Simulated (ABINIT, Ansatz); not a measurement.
# SiGe3 (Pm-3m): phonons by linear response, part 4 of 6

Aim: the phonon dispersion of SiGe3 (Pm-3m), checked by a second program.

ABINIT 10.8.3; DFT LDA, scalar-relativistic, plane waves, HGH norm-conserving pseudopotentials.

So far. Step 4 (Zone-centre response): The acoustic modes at Γ come out as far as 1.2 cm⁻¹ from zero, where they should vanish, a small numerical error. The lowest optical mode is imaginary, 111i cm⁻¹, an instability at this level and on this k mesh. Step 5 (Modes with the sum rule): The rule moves no optical mode by more than 0.1 cm⁻¹. The relaxed cell has a = 4.094 Å (conventional setting).

The structure was built from a prototype and need not be the compound's stable phase.

## 6. Sum rules set otherwise (asr 0)

Without the rule the raw error of the acoustic modes shows.

anaddb.abi

```
ddb_filepath "gamma_DDB"
output_file "anaddb.abo"
outdata_prefix "anaddb"
asr 0
chneut 0
enunit 2
eivec 1
nph1l 1
qph1l 0.0 0.0 0.0 1.0
```

mrgddb.in

```
gamma_DDB
merged
2
dfpt_gammao_DDB
gso_DDB
```

Launch:

```sh
$ mrgddb < mrgddb.in > mrgddb.log
$ OMP_NUM_THREADS=1 anaddb anaddb.abi > anaddb.log
```

Numbers of over 12 decimals in the logs are rounded to 6 here.

anaddb.abo, the main output file:

```text
-outvars_anaddb: echo values of input variables ----------------------

 Miscellaneous information :
      enunit         2
       eivec         1
      chneut         0
 First list of wavevector (reduced coord.) :
       nph1l         1
       qph1l
                     0.00000000E+00  0.00000000E+00  0.00000000E+00    1.000E+00

================================================================================

 read the DDB information and perform some checks

  ==== Info on the Cryst% object ====
 Real(R)+Recip(G) space primitive vectors, cartesian coordinates (Bohr,Bohr^-1):
 R(1)=  7.7370650  0.0000000  0.0000000  G(1)=  0.1292480  0.0000000  0.0000000
 R(2)=  0.0000000  7.7370650  0.0000000  G(2)=  0.0000000  0.1292480  0.0000000
 R(3)=  0.0000000  0.0000000  7.7370650  G(3)=  0.0000000  0.0000000  0.1292480
 Unit cell volume ucvol=  4.6315754E+02 bohr^3
 Angles (23,13,12)=  9.00000000E+01  9.00000000E+01  9.00000000E+01 degrees
 Time-reversal symmetry is present
 Reduced atomic positions [iatom, xred, symbol]:
    1)    0.0000000  0.0000000  0.0000000  Si
    2)    0.0000000  0.5000000  0.5000000  Ge
    3)    0.5000000  0.0000000  0.5000000  Ge
    4)    0.5000000  0.5000000  0.0000000  Ge

 DDB file with 3 blocks has been read.

================================================================================

 Treat the first list of vectors

  Phonon wavevector (reduced coordinates) :  0.00000  0.00000  0.00000
 Phonon energies in Hartree :
  -5.077704E-04 -5.077704E-04 -5.077704E-04 -3.977255E-04 -3.977255E-04
  -3.977255E-04  5.473036E-06  5.473036E-06  5.473037E-06  6.071266E-04
   6.071266E-04  6.071266E-04
 Phonon energies in meV     :
- -1.381714E+01 -1.381714E+01 -1.381714E+01 -1.082266E+01 -1.082266E+01
- -1.082266E+01  1.489289E-01  1.489289E-01  1.489289E-01  1.652076E+01
-  1.652076E+01  1.652076E+01
 Phonon frequencies in cm-1    :
- -1.114427E+02 -1.114427E+02 -1.114427E+02 -8.729067E+01 -8.729067E+01
- -8.729067E+01  1.201192E+00  1.201193E+00  1.201193E+00  1.332489E+02
-  1.332489E+02  1.332489E+02
 Phonon frequencies in Thz     :
- -3.340968E+00 -3.340968E+00 -3.340968E+00 -2.616908E+00 -2.616908E+00
- -2.616908E+00  3.601084E-02  3.601085E-02  3.601085E-02  3.994701E+00
-  3.994701E+00  3.994701E+00
 Phonon energies in Kelvin  :
- -1.603412E+02 -1.603412E+02 -1.603412E+02 -1.255918E+02 -1.255918E+02
- -1.255918E+02  1.728248E+00  1.728248E+00  1.728248E+00  1.917154E+02
-  1.917154E+02  1.917154E+02

 Eigendisplacements
 (will be given, for each mode : in cartesian coordinates
   for each atom the real part of the displacement vector,
   then the imaginary part of the displacement vector - absolute values smaller than 1.0d-7 are set to zero)
  Mode number    1   Energy   -5.077704E-04
 Attention : low frequency mode.
   (Could be unstable or acoustic mode)
-  1  0.00000000E+00  0.00000000E+00  3.76225500E-03
-     0.00000000E+00  0.00000000E+00  0.00000000E+00
-  2  0.00000000E+00  0.00000000E+00 -6.48006112E-06
-     0.00000000E+00  0.00000000E+00  0.00000000E+00
-  3  0.00000000E+00  0.00000000E+00 -6.48006112E-06
-     0.00000000E+00  0.00000000E+00  0.00000000E+00
-  4  0.00000000E+00  0.00000000E+00 -1.44225412E-03
-     0.00000000E+00  0.00000000E+00  0.00000000E+00
  Mode number    2   Energy   -5.077704E-04
 Attention : low frequency mode.
   (Could be unstable or acoustic mode)
-  1  0.00000000E+00  3.76225500E-03  0.00000000E+00
-     0.00000000E+00  0.00000000E+00  0.00000000E+00
-  2  0.00000000E+00 -6.48006112E-06  0.00000000E+00
-     0.00000000E+00  0.00000000E+00  0.00000000E+00
-  3  0.00000000E+00 -1.44225412E-03  0.00000000E+00
-     0.00000000E+00  0.00000000E+00  0.00000000E+00
-  4  0.00000000E+00 -6.48006112E-06  0.00000000E+00
-     0.00000000E+00  0.00000000E+00  0.00000000E+00
  Mode number    3   Energy   -5.077704E-04
 Attention : low frequency mode.
   (Could be unstable or acoustic mode)
-  1  3.76225500E-03  0.00000000E+00  0.00000000E+00
-     0.00000000E+00  0.00000000E+00  0.00000000E+00
-  2 -1.44225412E-03  0.00000000E+00  0.00000000E+00
-     0.00000000E+00  0.00000000E+00  0.00000000E+00
-  3 -6.48006112E-06  0.00000000E+00  0.00000000E+00
-     0.00000000E+00  0.00000000E+00  0.00000000E+00
-  4 -6.48006112E-06  0.00000000E+00  0.00000000E+00
-     0.00000000E+00  0.00000000E+00  0.00000000E+00
  Mode number    4   Energy   -3.977255E-04
 Attention : low frequency mode.
   (Could be unstable or acoustic mode)
-  1  0.00000000E+00  0.00000000E+00  0.00000000E+00
-     0.00000000E+00  0.00000000E+00  0.00000000E+00
-  2  0.00000000E+00  0.00000000E+00 -1.94359929E-03
-     0.00000000E+00  0.00000000E+00  0.00000000E+00
-  3  0.00000000E+00  0.00000000E+00  1.94359929E-03
-     0.00000000E+00  0.00000000E+00  0.00000000E+00
-  4  0.00000000E+00  0.00000000E+00  0.00000000E+00
-     0.00000000E+00  0.00000000E+00  0.00000000E+00
  Mode number    5   Energy   -3.977255E-04
 Attention : low frequency mode.
   (Could be unstable or acoustic mode)
-  1  0.00000000E+00  0.00000000E+00  0.00000000E+00
-     0.00000000E+00  0.00000000E+00  0.00000000E+00
-  2  0.00000000E+00  1.94359929E-03  0.00000000E+00
-     0.00000000E+00  0.00000000E+00  0.00000000E+00
-  3  0.00000000E+00  0.00000000E+00  0.00000000E+00
-     0.00000000E+00  0.00000000E+00  0.00000000E+00
-  4  0.00000000E+00 -1.94359929E-03  0.00000000E+00
-     0.00000000E+00  0.00000000E+00  0.00000000E+00
  Mode number    6   Energy   -3.977255E-04
 Attention : low frequency mode.
   (Could be unstable or acoustic mode)
-  1  0.00000000E+00  0.00000000E+00  0.00000000E+00
-     0.00000000E+00  0.00000000E+00  0.00000000E+00
-  2  0.00000000E+00  0.00000000E+00  0.00000000E+00
-     0.00000000E+00  0.00000000E+00  0.00000000E+00
-  3  1.94359929E-03  0.00000000E+00  0.00000000E+00
-     0.00000000E+00  0.00000000E+00  0.00000000E+00
-  4 -1.94359929E-03  0.00000000E+00  0.00000000E+00
-     0.00000000E+00  0.00000000E+00  0.00000000E+00
  Mode number    7   Energy    5.473036E-06
 Attention : low frequency mode.
   (Could be unstable or acoustic mode)
-  1  0.00000000E+00  0.00000000E+00 -1.49358365E-03
-     0.00000000E+00  0.00000000E+00  0.00000000E+00
-  2  0.00000000E+00  0.00000000E+00 -1.49355649E-03
-     0.00000000E+00  0.00000000E+00  0.00000000E+00
-  3  0.00000000E+00  0.00000000E+00 -1.49355649E-03
-     0.00000000E+00  0.00000000E+00  0.00000000E+00
-  4  0.00000000E+00  0.00000000E+00 -1.49360823E-03
-     0.00000000E+00  0.00000000E+00  0.00000000E+00
  Mode number    8   Energy    5.473036E-06
 Attention : low frequency mode.
   (Could be unstable or acoustic mode)
-  1  0.00000000E+00 -1.49358365E-03  0.00000000E+00
-     0.00000000E+00  0.00000000E+00  0.00000000E+00
-  2  0.00000000E+00 -1.49355649E-03  0.00000000E+00
-     0.00000000E+00  0.00000000E+00  0.00000000E+00
-  3  0.00000000E+00 -1.49360823E-03  0.00000000E+00
-     0.00000000E+00  0.00000000E+00  0.00000000E+00
-  4  0.00000000E+00 -1.49355649E-03  0.00000000E+00
-     0.00000000E+00  0.00000000E+00  0.00000000E+00
  Mode number    9   Energy    5.473037E-06
 Attention : low frequency mode.
   (Could be unstable or acoustic mode)
-  1  1.49358365E-03  0.00000000E+00  0.00000000E+00
-     0.00000000E+00  0.00000000E+00  0.00000000E+00
-  2  1.49360823E-03  0.00000000E+00  0.00000000E+00
-     0.00000000E+00  0.00000000E+00  0.00000000E+00
-  3  1.49355649E-03  0.00000000E+00  0.00000000E+00
-     0.00000000E+00  0.00000000E+00  0.00000000E+00
-  4  1.49355649E-03  0.00000000E+00  0.00000000E+00
-     0.00000000E+00  0.00000000E+00  0.00000000E+00
  Mode number   10   Energy    6.071266E-04
-  1  0.00000000E+00  0.00000000E+00  1.77401829E-03
-     0.00000000E+00  0.00000000E+00  0.00000000E+00
-  2  0.00000000E+00  0.00000000E+00 -1.24371429E-03
-     0.00000000E+00  0.00000000E+00  0.00000000E+00
-  3  0.00000000E+00  0.00000000E+00 -1.24371429E-03
-     0.00000000E+00  0.00000000E+00  0.00000000E+00
-  4  0.00000000E+00  0.00000000E+00  1.80116460E-03
-     0.00000000E+00  0.00000000E+00  0.00000000E+00
  Mode number   11   Energy    6.071266E-04
-  1  0.00000000E+00 -1.77401829E-03  0.00000000E+00
-     0.00000000E+00  0.00000000E+00  0.00000000E+00
-  2  0.00000000E+00  1.24371429E-03  0.00000000E+00
-     0.00000000E+00  0.00000000E+00  0.00000000E+00
-  3  0.00000000E+00 -1.80116460E-03  0.00000000E+00
-     0.00000000E+00  0.00000000E+00  0.00000000E+00
-  4  0.00000000E+00  1.24371429E-03  0.00000000E+00
-     0.00000000E+00  0.00000000E+00  0.00000000E+00
  Mode number   12   Energy    6.071266E-04
-  1  1.77401829E-03  0.00000000E+00  0.00000000E+00
-     0.00000000E+00  0.00000000E+00  0.00000000E+00
-  2  1.80116460E-03  0.00000000E+00  0.00000000E+00
-     0.00000000E+00  0.00000000E+00  0.00000000E+00
-  3 -1.24371429E-03  0.00000000E+00  0.00000000E+00
-     0.00000000E+00  0.00000000E+00  0.00000000E+00
-  4 -1.24371429E-03  0.00000000E+00  0.00000000E+00
-     0.00000000E+00  0.00000000E+00  0.00000000E+00

 Analysis of degeneracies and characters (maximum tolerance=1.00E-06 a.u.)
 For each vibration mode, or group of modes if degenerate,
 the characters are given for each symmetry operation (see the list in the log file).
 Symmetry characters of vibration mode #   1
       degenerate with vibration modes #   2 to    3
  3.0 -3.0 -1.0  1.0 -1.0  1.0 -1.0  1.0  1.0 -1.0 -1.0  1.0  1.0 -1.0 -1.0  1.0
 -0.0  0.0 -0.0  0.0  0.0 -0.0  0.0 -0.0  1.0 -1.0 -1.0  1.0 -1.0  1.0  1.0 -1.0
 -0.0  0.0  0.0 -0.0  0.0 -0.0 -0.0  0.0  1.0 -1.0  1.0 -1.0 -1.0  1.0 -1.0  1.0
 Symmetry characters of vibration mode #   4
       degenerate with vibration modes #   5 to    6
  3.0 -3.0 -1.0  1.0 -1.0  1.0 -1.0  1.0 -1.0  1.0  1.0 -1.0 -1.0  1.0  1.0 -1.0
  0.0 -0.0  0.0 -0.0 -0.0  0.0 -0.0  0.0 -1.0  1.0  1.0 -1.0  1.0 -1.0 -1.0  1.0
  0.0 -0.0 -0.0  0.0 -0.0  0.0  0.0 -0.0 -1.0  1.0 -1.0  1.0  1.0 -1.0  1.0 -1.0
 Symmetry characters of vibration mode #   7
       degenerate with vibration modes #   8 to    9
  3.0 -3.0 -1.0  1.0 -1.0  1.0 -1.0  1.0  1.0 -1.0 -1.0  1.0  1.0 -1.0 -1.0  1.0
 -0.0  0.0 -0.0  0.0  0.0 -0.0  0.0 -0.0  1.0 -1.0 -1.0  1.0 -1.0  1.0  1.0 -1.0
 -0.0  0.0  0.0 -0.0  0.0 -0.0 -0.0  0.0  1.0 -1.0  1.0 -1.0 -1.0  1.0 -1.0  1.0
 Symmetry characters of vibration mode #  10
       degenerate with vibration modes #  11 to   12
  3.0 -3.0 -1.0  1.0 -1.0  1.0 -1.0  1.0  1.0 -1.0 -1.0  1.0  1.0 -1.0 -1.0  1.0
  0.0 -0.0 -0.0  0.0 -0.0  0.0 -0.0  0.0  1.0 -1.0 -1.0  1.0 -1.0  1.0  1.0 -1.0
  0.0 -0.0 -0.0  0.0 -0.0  0.0 -0.0  0.0  1.0 -1.0  1.0 -1.0 -1.0  1.0 -1.0  1.0
-
```

The job ended after 0.75 s (1 thread of Intel Xeon at 2.70GHz, shared host).

This step gave:

```yaml
lowest_optical_zone_centre_mode: -111.4 cm⁻¹
```

Zone-centre frequencies as printed; negative means imaginary. Modes:

```csv
mode,frequency (cm⁻¹)
1,-111.4
2,-111.4
3,-111.4
4,-87.29
5,-87.29
6,-87.29
7,1.2
8,1.2
9,1.2
10,133.2
11,133.2
12,133.2
```

## 7. Linear response on the mesh

Linear response treats each wavevector in the unit cell, with no supercell; the 2×2×2 mesh fixes the range of the force constants to be had.

dfpt_q.abi

```
ndtset 3

# wavevectors
qpt1 0.5 0.0 0.0
qpt2 0.5 0.5 0.0
qpt3 0.5 0.5 0.5

# displacements
getwfk_filepath "gso_WFK"
getwfq_filepath "gso_WFK"
kptopt 3
nqpt 1
rfphon 1
rfatpol 1 4
rfdir 1 1 1
tolvrs 1.0d-10
prtwf 0

# basis, mesh and filling
ecut 20.0
ixc 7
ngkpt 6 6 6
nshiftk 1
shiftk 0.0 0.0 0.0
istwfk *1
occopt 3
tsmear 0.01
nband 14
nstep 100
diemac 1000000.0
prtebands 0
prtgsr 0
useylm 1

# cell and atoms
acell 7.73706503 7.73706503 7.73706503
rprim 
    1.0 0.0 0.0
    0.0 1.0 0.0
    0.0 0.0 1.0
ntypat 2
znucl 14 32
natom 4
typat 1 2 2 2
xred 
    0.0 0.0 0.0
    0.0 0.5 0.5
    0.5 0.0 0.5
    0.5 0.5 0.0
pp_dirpath "./pseudo"
pseudos "Si.hgh, Ge.hgh"
```

Launch:

```sh
$ OMP_NUM_THREADS=1 mpirun -n 4 abinit dfpt_q.abi > dfpt_q.log
```

dfpt_q.abo, the main output file:

```text
[banners, grids, parts of the stress and lines that vanish by symmetry left out]
- input  file    -> dfpt_q.abi
- output file    -> dfpt_q.abo
- root for input  files -> dfpt_qi
[...]
DATASET    1 : space group Pm -3 m (#221); Bravais cP (primitive cubic)
[...]
nfft =       32768          nkpt =         216
[...]
DATASET    2 : space group Pm -3 m (#221); Bravais cP (primitive cubic)
[...]
nfft =       32768          nkpt =         216
[...]
DATASET    3 : space group Pm -3 m (#221); Bravais cP (primitive cubic)
[...]
nfft =       32768          nkpt =         216
[...]
== DATASET  1 ==================================================================
[...]
cutoff_energies: {ecut:  20.0, pawecutdg:  -1.0, }
[...]
Exchange-correlation functional for the present dataset will be:
  LDA: Perdew-Wang 92 LSD fit to Ceperley-Alder data - ixc=7
[...]
Perturbation : displacement of atom   1   along direction   1
[...]
-ETOT  1   2409.6976915835      2.293E+03 7.023E+00 1.393E+07
 ETOT  2   437.35393813871     -1.972E+03 1.593E+01 2.500E+06
 ETOT  3   1.143371     -4.362E+02 2.068E+00 1.627E+03
 ETOT  4  0.863846     -2.795E-01 6.271E-02 1.883E+01
 ETOT  5  0.860285     -3.561E-03 3.381E-03 6.077E-03
[...]
At SCF step   10       vres2   =  2.76E-11 < tolvrs=  1.00E-10 =>converged.
[...]
Perturbation : displacement of atom   1   along direction   2
[...]
-ETOT  1   30.667000919240     -5.613E+01 4.389E+00 4.587E+04
[...]
At SCF step   10       vres2   =  5.14E-12 < tolvrs=  1.00E-10 =>converged.
[...]
Perturbation : displacement of atom   2   along direction   1
[...]
-ETOT  1   2354.2504642370      2.215E+03 7.647E+00 1.364E+07
[...]
At SCF step   10       vres2   =  1.93E-11 < tolvrs=  1.00E-10 =>converged.
[...]
Perturbation : displacement of atom   2   along direction   2
[...]
-ETOT  1   26.595170380085     -8.199E+01 1.831E+00 4.144E+04
[...]
At SCF step   10       vres2   =  3.59E-12 < tolvrs=  1.00E-10 =>converged.
[...]
Perturbation : displacement of atom   3   along direction   1
[...]
-ETOT  1   2570.8750354479      2.432E+03 5.259E+00 1.481E+07
[...]
Perturbation : displacement of atom   3   along direction   2
[...]
-ETOT  1   25.805615378516     -8.340E+01 9.028E-01 3.951E+04
[...]
Perturbation : displacement of atom   3   along direction   3
[...]
-ETOT  1   25.358698468342     -8.322E+01 1.723E+00 3.976E+04
[...]
Phonon wavevector (reduced coordinates) :  0.50000  0.00000  0.00000
 Phonon energies in Hartree :
[...]
Phonon frequencies in cm-1    :
-  2.808684E+01  2.808684E+01  3.895808E+01  3.895808E+01  6.995002E+01
-  8.957227E+01  8.957227E+01  9.156088E+01  9.796678E+01  1.094176E+02
-  1.094176E+02  1.203564E+02
[...]
== DATASET  2 ==================================================================
[...]
cutoff_energies: {ecut:  20.0, pawecutdg:  -1.0, }
[...]
Exchange-correlation functional for the present dataset will be:
  LDA: Perdew-Wang 92 LSD fit to Ceperley-Alder data - ixc=7
[...]
- 32.00000   4.00000     10605                znucl, zion, pspdat
[...]
Perturbation : displacement of atom   1   along direction   1
[...]
-ETOT  1   136.56973057285      3.976E+01 3.311E+00 3.072E+05
[...]
Perturbation : displacement of atom   2   along direction   1
[...]
-ETOT  1   119.21505628230     -6.205E-03 1.715E+00 2.730E+05
[...]
At SCF step    9       vres2   =  1.64E-11 < tolvrs=  1.00E-10 =>converged.
[...]
Perturbation : displacement of atom   2   along direction   2
[...]
-ETOT  1   127.79457532035      9.196E+00 4.371E+00 2.911E+05
[...]
ETOT  8  0.653509     -5.778E-11 2.334E-08 5.111E-09
 ETOT  9  0.653509     -1.222E-12 2.588E-09 3.759E-11
 At SCF step    9       vres2   =  3.76E-11 < tolvrs=  1.00E-10 =>converged.
[...]
Phonon wavevector (reduced coordinates) :  0.50000  0.50000  0.50000
 Phonon energies in Hartree :
[...]
Phonon frequencies in cm-1    :
- -6.003070E+01 -6.003070E+01 -6.003070E+01 -3.016504E+01 -3.016504E+01
- -3.016504E+01  3.407560E+01  3.407560E+01  1.284568E+02  1.284568E+02
-  1.284568E+02  1.530320E+02
[...]
strten2     0.0000000000E+00  0.0000000000E+00  0.0000000000E+00
           strten3     0.0000000000E+00  0.0000000000E+00  0.0000000000E+00
================================================================================
```

Run time: 8.4 min. Hardware: 4 MPI ranks.

Read from the output:

- lowest mode on the q mesh (acoustic ones at the zone centre apart): -111.5 cm⁻¹

Frequencies (cm⁻¹) before the sum rule at the irreducible wavevectors but Γ, which is solved apart; negative means imaginary. Frequencies by wavevector:

```csv
q (fractions),star,mode 1,mode 2,mode 3,mode 4,mode 10,mode 11,mode 12
0.5 0 0,3,28.09,28.09,38.96,38.96,109.4,109.4,120.4
0.5 0.5 0,3,-47.88,27.46,27.46,46.2,104.6,109.7,126
0.5 0.5 0.5,1,-60.03,-60.03,-60.03,-30.17,128.5,128.5,153
```

[end of part 4 of 6]

[Host names and launcher messages were left out of these logs when they were recorded.]

[Logs are printed without paths, hosts, clocks, repeated set-up lines and the standing remarks that a program may print on its own settings, such as how far it seeks lower states.]

[Hosts, paths, dates, database ids (printed as entryN), source tags and the programs' standing remarks are cut or masked in the printed files.]
